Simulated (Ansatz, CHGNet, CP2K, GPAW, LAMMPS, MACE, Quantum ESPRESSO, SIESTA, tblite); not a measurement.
**Other levels on liquid Cu15Zr85 (at. %) at 1900 K (61 atoms)**

Density of this cell: 6.35 g/cm³. The cell holds 61 atoms: 9 Cu and 52 Zr. Cell: a = 11.159 Å, b = 11.159 Å, c = 11.159 Å, α = 90.0°, β = 90.0°, γ = 90.0°. 61 atoms (9 Cu, 52 Zr) placed at random at 6.06 g/cm³, melted at 2200 K for 10 ps at fixed volume with the Finnis-Sinclair Cu-Zr potential (Mendelev, file CuZr_mm.eam.fs of the LAMMPS distribution). Snapshot at the end of a hold of 10 ps at 1900 K and zero pressure.

Geometry: as built.

The reference, a calculation:

- method: Kohn-Sham DFT, PBE, SSSP efficiency 1.3.0 pseudopotentials, plane waves (Quantum ESPRESSO 7.5); sssp-pbe-1.3.0-efficiency, cutoffs 60/480 Ry, Γ point
- r.m.s. force component: 0.8517 eV/Å
- longest force: 3.006 eV/Å
- pressure: -0.418 GPa
- time: 6.7 min on 4 MPI ranks of Arm Neoverse V2, shared host
- CPU time: 27 min

Runs, in no order:
A. CHGNet r2SCAN potential: machine-learned interatomic potential CHGNet r2SCAN, trained on r2SCAN plane-wave data
B. CP2K PBE, SZV-MOLOPT-SR, 800/50 Ry, diagonalisation: Kohn-Sham DFT, PBE, GTH-PBE pseudopotentials, Gaussian and plane waves, SZV-MOLOPT-SR-GTH, diagonalisation
C. SIESTA PBE, DZP, shift 0.01 Ry, mesh 500 Ry: Kohn-Sham DFT, PBE, PseudoDojo 0.4.1 norm-conserving pseudopotentials (converted to PSML), numerical atomic orbitals (DZP), diagonalisation
D. CP2K PBE, DZVP-UZH, 280/50 Ry, diagonalisation: Kohn-Sham DFT, PBE, GTH-PBE pseudopotentials, Gaussian and plane waves, DZVP-MOLOPT (UZH set), diagonalisation
E. CP2K PBE, DZVP-UZH, 800/50 Ry, diagonalisation: Kohn-Sham DFT, PBE, GTH-PBE pseudopotentials, Gaussian and plane waves, DZVP-MOLOPT (UZH set), diagonalisation

In doubt: a PseudoDojo file used here is known to give poor structures and forces (SIESTA), which bears on pressures, cells, forces and phonons.

**Question.** Rank the runs by how far their forces lie from the reference's, least first.

E, C, D, B, A.

| run | Δ force, r.m.s. (meV/Å) | share of r.m.s. force (%) | CPU time |
| --- | --- | --- | --- |
| E. CP2K PBE, DZVP-UZH, 800/50 Ry, diagonalisation | 35.2 | 4.14 | 28 min |
| C. SIESTA PBE, DZP, shift 0.01 Ry, mesh 500 Ry | 101 | 11.8 | 20 min |
| D. CP2K PBE, DZVP-UZH, 280/50 Ry, diagonalisation | 171 | 20.1 | 26 min |
| B. CP2K PBE, SZV-MOLOPT-SR, 800/50 Ry, diagonalisation | 264 | 31.0 | 11 min |
| A. CHGNet r2SCAN potential | 515 | 60.4 | 3.3 s |

The electron count is odd in these runs, and they have no spin polarisation, so the unpaired electron is spread evenly over both spins. Machine-learned potentials mimic data converged in k, so the reference's own k-point error enters their differences. The network of bonds at the start is that of the classical potential that made the cell, and needn't be the one that DFT or experiment would give. The electronic-structure runs sample only Γ, in a cell whose shortest periodic width is 11 Å, which is coarse for a cell with partly filled levels.

[Hosts, paths, dates, database ids (printed as entryN), source tags and the programs' standing remarks are cut or masked in the printed files.]
